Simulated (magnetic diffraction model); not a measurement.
## NdVNi: what an assumed order does to the neutron pattern

Space group Imma (no. 74), a = 5.2380 Å, b = 5.6180 Å, c = 7.4560 Å.

```csv
site,atom,x,y,z
4e,Nd,1/2,1/4,0.3739
4b,Ni,1/2,0,0
4d,V,3/4,3/4,1/4
```

This is a made-up structure (elements placed in a structure type, unrelaxed), so the numbers test the method and describe no known phase.

Only Nd is taken to order (form factors of Nd3+); orders and moment sizes are assumed, and not adapted to the symmetry. Radiation: neutrons of λ = 2.36 Å, 3° to 80°; isotropic B of 0.11 Å² (Nd), 0.18 Å² (Ni) and 0.2 Å² (V). The intensities are simulated: I ∝ L Σ (|F_N|² + |F_M⊥|²) for unpolarised neutrons, with F_M = 2.695 fm/μB × Σ f(s) S exp(2πi Q·r) exp(−B s²) at Q = H ± k (one set where k and −k are equivalent), only the part normal to Q counting and L = 1/(sin²θ cos θ). For collinear order S is the moment m, which repeats by lattice and centring translations R with the sign exp(−2πi k·R). Form factors are spin-only for 3d ions and dipole or tabulated for f ions, scattering lengths are Sears's of 1992, and absorption is left out. A label names one of the reflections at its angle. The strongest nuclear line in the range is 100, and lines under 0.2 are left out.

Assume the order k = (0 1 0), collinear moments along [010], 1.55 μB on Nd; signs + at (1/2, 1/4, 0.3739), + at (1/2, 3/4, 0.6261).

Q: Where does magnetic intensity appear, and how strong is it?

| 2θ (°) | index | nuclear | magnetic |
| --- | --- | --- | --- |
| 18.21 | (0 0 1) | 0.0 | 7.6 |
| 26.04 | (1 0 0) | 0.0 | 7.5 |
| 30.50 | (0 1 1) | 23.0 | 0.0 |
| 31.96 | (1 0 1) | 14.7 | 0.0 |
| 36.91 | (0 0 2) | 26.2 | 0.0 |
| 40.52 | (1 1 1) | 0.0 | 4.0 |
| 44.65 | (0 1 2) | 0.0 | 3.5 |
| 49.68 | (0 2 0) | 1.2 | 0.0 |
| 52.42 | (1 1 2) | 30.1 | 0.0 |
| 53.35 | (0 2 1) | 0.0 | 0.2 |
| 53.56 | (2 0 0) | 41.3 | 0.0 |
| 56.69 | (0 0 3) | 0.0 | 0.8 |
| 56.94 | (1 2 0) | 0.0 | 0.7 |
| 57.05 | (2 0 1) | 0.0 | 1.6 |
| 60.30 | (1 2 1) | 100.0 | 0.0 |
| 62.55 | (0 1 3) | 4.7 | 0.0 |
| 62.89 | (2 1 1) | 9.9 | 0.0 |
| 63.41 | (1 0 3) | 47.2 | 0.0 |
| 63.47 | (0 2 2) | 18.8 | 0.0 |
| 66.82 | (2 0 2) | 16.7 | 0.0 |
| 68.94 | (1 1 3) | 0.0 | 1.8 |
| 72.22 | (2 1 2) | 0.0 | 3.5 |
| 76.05 | (2 2 0) | 0.7 | 0.0 |
| 78.55 | (0 0 4) | 0.3 | 0.0 |
| 78.68 | (0 2 3) | 0.0 | 0.5 |
| 78.99 | (2 2 1) | 0.0 | 0.9 |

The strongest magnetic line in the range is (0 0 1) at 18.21° (7.6). On top of the Lorentz factor, which all lines share, magnetic lines fade with angle because f falls: for Nd3+ it is 0.98, 0.90, 0.79 and 0.54 at sin θ/λ = 0.1, 0.2, 0.3 and 0.5 Å⁻¹, while nuclear lengths stay constant. The order has no net moment.

[Logs are printed without paths, hosts, clocks, repeated set-up lines and the standing remarks that a program may print on its own settings, such as how far it seeks lower states.]
